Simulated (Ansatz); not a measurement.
# Se on Mo(100): change of the work function, part 4 of 4

Wanted: Δφ(θ) for Se/Mo(100), starting from the hollow site.

Ansatz 0.2.0; plane-wave DFT, PBE, Ansatz PAW.

So far, work function, upper face (eV): step 2 (the clean slab) 3.83; step 3 (37 atoms, coverage 0.111 ML, cell 3x3) 4.03; step 4 (17 atoms, coverage 0.25 ML, cell 2x2) 4.03.

## (5) Adsorbate added, k-mesh 6×6×1, coverage 0.5 ML

System of this step: Se/Mo(100). The cell holds 18 atoms: 16 Mo and 2 Se. Its edges and angles: a = 6.300 Å, b = 6.300 Å, c = 24.332 Å, α = 90.0°, β = 90.0°, γ = 90.0°. Vacuum lies along c.

Another coverage, to see how the dipoles act on each other as their distance changes.

input.yaml

```yaml
crystal:
  lattice:
    - [6.3, 0.0, 0.0]
    - [0.0, 6.3, 0.0]
    - [0.0, 0.0, 24.3319152818]
  atoms:
    - { symbol: Mo, position: [0.25, 0.25, 0.3698845691] }
    - { symbol: Mo, position: [0.0, 0.0, 0.4346143687] }
    - { symbol: Mo, position: [0.25, 0.25, 0.502096596] }
    - { symbol: Mo, position: [0.0, 0.0, 0.5588888552] }
    - { symbol: Mo, position: [0.25, 0.75, 0.3698845691] }
    - { symbol: Mo, position: [0.0, 0.5, 0.4346143687] }
    - { symbol: Mo, position: [0.25, 0.75, 0.502096596] }
    - { symbol: Mo, position: [0.0, 0.5, 0.5588888552] }
    - { symbol: Mo, position: [0.75, 0.25, 0.3698845691] }
    - { symbol: Mo, position: [0.5, 0.0, 0.4346143687] }
    - { symbol: Mo, position: [0.75, 0.25, 0.502096596] }
    - { symbol: Mo, position: [0.5, 0.0, 0.5588888552] }
    - { symbol: Mo, position: [0.75, 0.75, 0.3698845691] }
    - { symbol: Mo, position: [0.5, 0.5, 0.4346143687] }
    - { symbol: Mo, position: [0.75, 0.75, 0.502096596] }
    - { symbol: Mo, position: [0.5, 0.5, 0.5588888552] }
    - { symbol: Se, position: [0.25, 0.25, 0.6301154309] }
    - { symbol: Se, position: [0.75, 0.75, 0.6301154309] }
kpoints:
  mp_grid: { grid: [6, 6, 1] }
hamiltonian:
  xc: pbe
scf:
  occupations: { method: fermi_dirac, width: 0.1 }
  convergence: { dr2_threshold: 1.0e-08 }
efield:
  axis: 3
  dipole_correction: true
  ramp_position: 0.97
  ramp_width: 0.06
relax:
  f_tol: 0.02
  max_steps: 60
  constraints: [{ sites: [0, 1, 4, 5, 8, 9, 12, 13] }]
output:
  dos: { projected: true, e_range: [-8, 4] }
  write_potential: true
  write_density: true
  volumetric_format: npy
  elf: true
```

Run with:

```bash
> ansatz run input.yaml --threads 4 --pin off --max-ram 16384MiB --backend cpu --events-out ev --progress --plain --runs-dir out
```

Log:

```text
[...]
Crystal: 18 atoms, lattice volume = 965.734 Å³
Basis set: ecut = 420 eV, 18957 PW (Γ), exchange–correlation on 90×90×360 points (8 copies of the dense FFT grid, shifted against one another)
Bands: 154, of which v1, the nominal top of the filled ones, is band 128 counted from 1 (127 counted from 0)
Symmetry: 16 space group operations
[...]
- { symbol: Mo, position: [0.750000, 0.750000, 0.3698845691] }
    - { symbol: Mo, position: [0.500000, 0.500000, 0.434614] }
    - { symbol: Mo, position: [0.750000, 0.750000, 0.498605] }
    - { symbol: Mo, position: [0.500000, 0.500000, 0.560662] }
    - { symbol: Se, position: [0.250000, 0.250000, 0.615188] }
    - { symbol: Se, position: [0.750000, 0.750000, 0.615188] }
[key lines of the parts left out:]
SCF converged after 6 iterations
Free energy (F): -90225.159046 eV
Fermi energy:    3.220582 eV
Dipole field:    D = -0.008531 V/Å  (p = -0.045528 e·Å, saw-weighted, corrected)
Work function:   Φ+ = 4.0516 eV   Φ− = 3.8441 eV
```

Run time: 4.4 min. Hardware: 4 threads of Arm Neoverse V1, shared host; peak memory 3.7 GiB; 17 min of CPU time.

Relaxation path:

```csv
step,energy less that of the first step (eV),largest force component (eV/Å)
1,0.0000,1.7833
2,-0.8137,0.8422
3,-0.9566,0.2133
4,-0.9634,0.0204
5,-0.9635,0.0053
```

Forces are held to the 16 operations that the program found; a distortion that breaks them can't arise in this run.

The atoms that moved most (Å):

```
atom     dx     dy      dz  length
Se18  0.000  0.000  -0.363   0.363
Se17  0.000  0.000  -0.363   0.363
 Mo3  0.000  0.000  -0.085   0.085
Mo15  0.000  0.000  -0.085   0.085
Mo12  0.000  0.000   0.043   0.043
Mo16  0.000  0.000   0.043   0.043
 Mo8  0.000  0.000   0.043   0.043
 Mo4  0.000  0.000   0.043   0.043
```

The relaxed structure:

```xyz
18
Lattice="6.3000 0.0000 0.0000 0.0000 6.3000 0.0000 0.0000 0.0000 24.3319" Properties=species:S:1:pos:R:3
Mo    1.5750    1.5750    9.0000
Mo    0.0000    0.0000   10.5750
Mo    1.5750    1.5750   12.1320
Mo    0.0000    0.0000   13.6420
Mo    1.5750    4.7250    9.0000
Mo    0.0000    3.1500   10.5750
Mo    1.5750    4.7250   12.1804
Mo    0.0000    3.1500   13.6420
Mo    4.7250    1.5750    9.0000
Mo    3.1500    0.0000   10.5750
Mo    4.7250    1.5750   12.1804
Mo    3.1500    0.0000   13.6420
Mo    4.7250    4.7250    9.0000
Mo    3.1500    3.1500   10.5750
Mo    4.7250    4.7250   12.1320
Mo    3.1500    3.1500   13.6420
Se    1.5750    1.5750   14.9687
Se    4.7250    4.7250   14.9687
```

The density of states has structure finer than the step of the table below, so its rows give means over 0.25 eV. Peaks (eV: height): -3.100: 40.5, -2.860: 36.8, -2.710: 43.0, -2.260: 61.6, -0.750: 42.5, 1.200: 52.8, 1.620: 51.9.

Table of density of states by energy, zero at the Fermi level; means over each step:

energy (eV), density of states (states/eV a cell) and a bar:
```
    -6.50        0.0 
    -6.25        0.6 #
    -6.00        2.2 ##
    -5.75        3.4 ###
    -5.50       12.3 ############
    -5.25        6.7 #######
    -5.00        7.7 ########
    -4.75       14.7 ##############
    -4.50       19.5 ###################
    -4.25       17.1 #################
    -4.00       17.8 #################
    -3.75       12.8 #############
    -3.50       14.2 ##############
    -3.25       24.2 ########################
    -3.00       24.1 ########################
    -2.75       30.3 ##############################
    -2.50       22.6 ######################
    -2.25       25.8 #########################
    -2.00       21.1 #####################
    -1.75       13.9 ##############
    -1.50       17.9 ##################
    -1.25       15.3 ###############
    -1.00       12.4 ############
    -0.75       28.6 ############################
    -0.50       24.8 ########################
    -0.25       20.0 ####################
     0.00       10.6 ##########
     0.25       16.2 ################
     0.50       16.9 #################
     0.75       16.5 ################
     1.00       18.8 ##################
     1.25       30.6 ##############################
     1.50       29.3 #############################
```

The relaxation took 5 steps and lowered the energy by 0.96 eV; the largest force on the free atoms ends at 0.0053 eV/Å.

The covered face has 4.05 eV, +0.22 eV against the clean one; the bare back face has moved by -0.02 eV, a measure of how thin the slab is.

## (6) Adsorbate added, k-mesh 12×12×1, coverage 1 ML

System of this step: Se/Mo(100). The cell holds 5 atoms: 4 Mo and 1 Se. Its edges and angles: a = 3.150 Å, b = 3.150 Å, c = 24.332 Å, α = 90.0°, β = 90.0°, γ = 90.0°. Vacuum lies along c.

Another coverage, to see how the dipoles act on each other as their distance changes.

input.yaml, the sections that differ from step 5:

```yaml
crystal:
  lattice:
    - [3.15, 0.0, 0.0]
    - [0.0, 3.15, 0.0]
    - [0.0, 0.0, 24.3319152818]
  atoms:
    - { symbol: Mo, position: [0.5, 0.5, 0.3698845691] }
    - { symbol: Mo, position: [0.0, 0.0, 0.4346143687] }
    - { symbol: Mo, position: [0.5, 0.5, 0.502096596] }
    - { symbol: Mo, position: [0.0, 0.0, 0.5588888552] }
    - { symbol: Se, position: [0.5, 0.5, 0.6301154309] }
kpoints:
  mp_grid: { grid: [12, 12, 1] }
relax:
  f_tol: 0.02
  max_steps: 60
  constraints: [{ sites: [0, 1] }]
output:
  write_potential: true
  write_density: true
  volumetric_format: npy
# hamiltonian, scf, efield: as in step 5
```

Log:

```text
[...]
Crystal: 5 atoms, lattice volume = 241.433 Å³
Basis set: ecut = 420 eV, 4761 PW (Γ), exchange–correlation on 48×48×360 points (8 copies of the dense FFT grid, shifted against one another)
Bands: 44, of which v1, the nominal top of the filled ones, is band 36 counted from 1 (35 counted from 0)
Symmetry: 8 space group operations
[...]
F+E_penalty+E_count = -25291.42780570 eV   max|allowed force component| = 6.322e-3 eV/Å
  atoms:
    - { symbol: Mo, position: [0.500000, 0.500000, 0.3698845691] }
    - { symbol: Mo, position: [0.0, 0.0, 0.434614] }
    - { symbol: Mo, position: [0.500000, 0.500000, 0.496273] }
    - { symbol: Mo, position: [8.450719e-18, 0, 0.564520] }
    - { symbol: Se, position: [0.500000, 0.500000, 0.620979] }
[key lines of the parts left out:]
SCF converged after 6 iterations
Free energy (F): -25291.427806 eV
Fermi energy:    3.785762 eV
Dipole field:    D = -0.015177 V/Å  (p = -0.020250 e·Å, saw-weighted, corrected)
Work function:   Φ+ = 4.3070 eV   Φ− = 3.9377 eV
```

Run time: 41 s. Hardware: 4 threads; peak memory 0.68 GiB; 2.6 min of CPU time.

The steps of the relaxation:

| step | energy less that of the first step (eV) | largest force component (eV/Å) |
| --- | --- | --- |
| 1 | 0.0000 | 2.5515 |
| 2 | -0.4136 | 0.7812 |
| 3 | -0.3624 | 1.2325 |
| 4 | -0.4435 | 0.0482 |
| 5 | -0.4436 | 0.0063 |

Relaxation step 3 was tried and not accepted.

The run keeps the 8 symmetry operations that the program found, so distortions that break them were not tested.

The atoms that moved most (Å):

```
atom     dx     dy      dz  length
 Se5  0.000  0.000  -0.222   0.222
 Mo3  0.000  0.000  -0.142   0.142
 Mo4  0.000  0.000   0.137   0.137
```

Final coordinates:

```xyz
5
Lattice="3.1500 0.0000 0.0000 0.0000 3.1500 0.0000 0.0000 0.0000 24.3319" Properties=species:S:1:pos:R:3
Mo    1.5750    1.5750    9.0000
Mo    0.0000    0.0000   10.5750
Mo    1.5750    1.5750   12.0753
Mo    0.0000    0.0000   13.7358
Se    1.5750    1.5750   15.1096
```

Running mean over 1.575 Å of the planar mean; the ramp of the sawtooth is left out. Electron's electrostatic potential energy less the Fermi level against z:

z (Å), electron's electrostatic potential energy less the Fermi level (eV) and a bar from the least value:
```
      3.0        3.9 #############################
      3.5        3.9 #############################
      4.0        3.9 #############################
      4.5        3.9 #############################
      5.0        3.9 #############################
      5.5        3.9 #############################
      6.0        3.9 #############################
      6.5        3.7 #############################
      7.0        3.2 ############################
      7.5        1.7 ##########################
      8.0       -2.5 ###################
      8.5       -8.2 #########
      9.0      -11.5 ####
      9.5      -12.3 ##
     10.0      -12.6 ##
     10.5      -12.9 #
     11.0      -13.5 
     11.5      -13.6 
     12.0      -13.0 #
     12.5      -12.1 ###
     13.0      -12.0 ###
     13.5      -12.8 #
     14.0      -13.2 #
     14.5      -10.6 #####
     15.0       -7.0 ###########
     15.5       -3.4 #################
     16.0       -0.2 ######################
     16.5        2.5 ###########################
     17.0        3.9 #############################
     17.5        4.2 ##############################
     18.0        4.3 ##############################
     18.5        4.3 ##############################
     19.0        4.3 ##############################
     19.5        4.3 ##############################
     20.0        4.3 ##############################
     20.5        4.3 ##############################
     21.0        4.3 ##############################
```

The relaxation took 5 steps and lowered the energy by 0.44 eV; the largest force on the free atoms ends at 0.0063 eV/Å.

The covered face has 4.31 eV, +0.48 eV against the clean one; the bare back face has moved by +0.08 eV, a measure of how thin the slab is.

## (7) Work function against coverage

This step: plane-wave DFT, PBE, Ansatz PAW; work function against coverage (Ansatz 0.2.0).

The runs are now put side by side.

This step gave:

```
work function of the clean face     : 3.830 eV
largest change of the work function : 0.4766 eV
```

Table of work function of the covered face by coverage:

| coverage (adsorbates/nm²) | work function of the covered face (eV) |
| --- | --- |
| 0.00 | 3.83 |
| 1.12 | 4.03 |
| 2.52 | 4.03 |
| 5.04 | 4.05 |
| 10.08 | 4.31 |

The dipole per adsorbate comes from the change of the cell's dipole. Coverage, by row:

| coverage (1/nm²) | coverage (ML) | work function (eV) | change (eV) | dipole per adsorbate, positive end outwards (debye) | mean height of the added atoms over the highest substrate atom (Å) |
| --- | --- | --- | --- | --- | --- |
| 1.12 | 0.1111 | 4.028 | 0.1981 | -0.473 | 1.573 |
| 2.52 | 0.25 | 4.028 | 0.1972 | -0.216 | 1.339 |
| 5.039 | 0.5 | 4.052 | 0.2213 | -0.125 | 1.327 |
| 10.08 | 1 | 4.307 | 0.4766 | -0.105 | 1.374 |

## (8) Outcome

| Quantity | Value |
| --- | --- |
| work function of the clean face | 3.83 eV |
| work function at 0.11 ML | 4.03 eV |
| work function at 0.25 ML | 4.03 eV |
| work function at 0.5 ML | 4.05 eV |
| work function at 1 ML | 4.31 eV |
| dipole per adsorbate at 0.11 ML, positive end outwards | -0.47 D |

Se raises the work function of Mo(100) at the lowest coverage, by 0.20 eV: the adsorbate layer has its negative end outwards. The dipole per adsorbate falls from 0.47 to 0.10 D as the layer fills. Neighbouring dipoles depolarise each other, and heights and bonding change with coverage too. The slab has 4 layers, at the tabulated experimental lattice constant, one starting site was run, and quantum-size effects of a slab this thin can reach one or two tenths of an eV.

[Long decimals in the printed logs are rounded to 6 places.]

[Logs are printed without paths, hosts, clocks, repeated set-up lines and the standing remarks that a program may print on its own settings, such as how far it seeks lower states.]

[Hosts, paths, dates, database ids (printed as entryN), source tags and the programs' standing remarks are cut or masked in the printed files.]

[Maps of the electrostatic potential energy from Ansatz leave out the sawtooth potential of an applied field or a dipole correction, so their vacuum need not be flat; planar profiles and work functions include it.]

[The density of states shown here was stored with 400 of the rows of the run's finer table, so its peaks can read low, often by over a quarter, or be missed, and its means over a window can be off by a tenth or more.]
